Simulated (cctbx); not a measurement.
# What is wrong with this refinement?

Cell a = 8.1930 Å, b = 8.1930 Å, c = 6.2210 Å, α = 90.00°, β = 90.00°, γ = 120.00°; space group P6_3/mcm (no. 193). The compound is Tm5Mn3.

Simulated single-crystal data (cctbx): Cu Kα, λ = 1.54184 Å, to d = 0.83 Å, 80 % of the full sphere, strongest reflection 70000 counts, noise from counting, a 4 % proportional error and a noise floor of 15 counts (s.d.); no absorption.

An anisotropic refinement with weights 1/σ² prints:

```text
Rint 0.033, 140 unique reflections to 0.83 A
cycle     R1     wR2    GooF  max shift (A)
   1  0.3253  0.5953  39.831   0.04798
   2  0.2769  0.5259  35.189   0.00003
final R1 0.2768 wR2 0.5259 GooF 35.189  parameters 6  data/parameter 23.3
atom        x        y        z      Ueq    occ   su(xyz)  su(Uiso or U11)
Tm1    0.00000  0.74418  0.75000  -0.0042  1.000  0.00085  0.0054  NPD
Tm2    0.66667  0.33333  0.00000  -0.0065  1.000  0.00000  0.0040  NPD
difference map: max 53.71 min -17.98 rms 6.16
Q1    0.0000  0.2484  0.2500    6   56.41  0.06 A from Tm1
Q2    0.0000  0.3982  0.7500    6   52.52  2.83 A from Tm1
Q3    0.3333  0.6667  0.0000    4   43.38  0.00 A from Tm2
Q4    0.1286  0.3783  0.7500   12   16.43  1.77 A from Tm1
Q5    0.0000  0.0000  0.0000    2   15.18  2.61 A from Tm1
Q6    0.2463  0.5839  0.7500   12   12.84  1.70 A from Tm2
```

Q: Accept it or mend it, and why?

Mend it. The fault: an atom left out, Mn at (0, 0.3968, 3/4). Against the right model at the same level, R1 goes from 0.0064 to 0.2768 and GooF from 0.95 to 35.19, the top difference peak, 56.4 e/Å³, lies on Tm1 and Tm1 and Tm2 go non-positive-definite. Q2 is the missing atom. With scattering power missing, scale and phases suffer, so peaks may also grow on the heavy atoms.

The compound is Tm5Mn3. The right model at the same level gives:

```text
Rint 0.033, 140 unique reflections to 0.83 A
cycle     R1     wR2    GooF  max shift (A)
   1  0.0065  0.0141   0.960   0.00005
   2  0.0064  0.0140   0.953   0.00000
final R1 0.0064 wR2 0.0140 GooF 0.953  parameters 10  data/parameter 14.0
atom        x        y        z      Ueq    occ   su(xyz)  su(Uiso or U11)
Tm1    0.00000  0.75003  0.75000   0.0049  1.000  0.00002  0.0001
Tm2    0.66667  0.33333  0.00000   0.0047  1.000  0.00000  0.0001
Mn1    0.00000  0.39688  0.75000   0.0052  1.000  0.00007  0.0003
difference map: max 0.34 min -0.45 rms 0.13
Q1    0.3333  0.6667  0.1478    8    0.40  0.92 A from Tm2
Q2    0.1287  0.5547  0.1535   24    0.34  1.43 A from Mn1
Q3    0.0000  0.0740  0.6154   12    0.33  2.01 A from Tm1
Q4    0.2641  0.5024  0.7500   12    0.32  1.89 A from Mn1
Q5    0.2098  0.4947  0.6026   24    0.29  1.41 A from Tm2
Q6    0.2027  0.5684  0.7500   12    0.29  1.55 A from Mn1
```

This is a model crystal, built by substitution and not relaxed, with assumed displacement parameters.

[Middle refinement cycles are left out of these outputs.]

[Logs are printed without paths, hosts, clocks, repeated set-up lines and the standing remarks that a program may print on its own settings, such as how far it seeks lower states.]
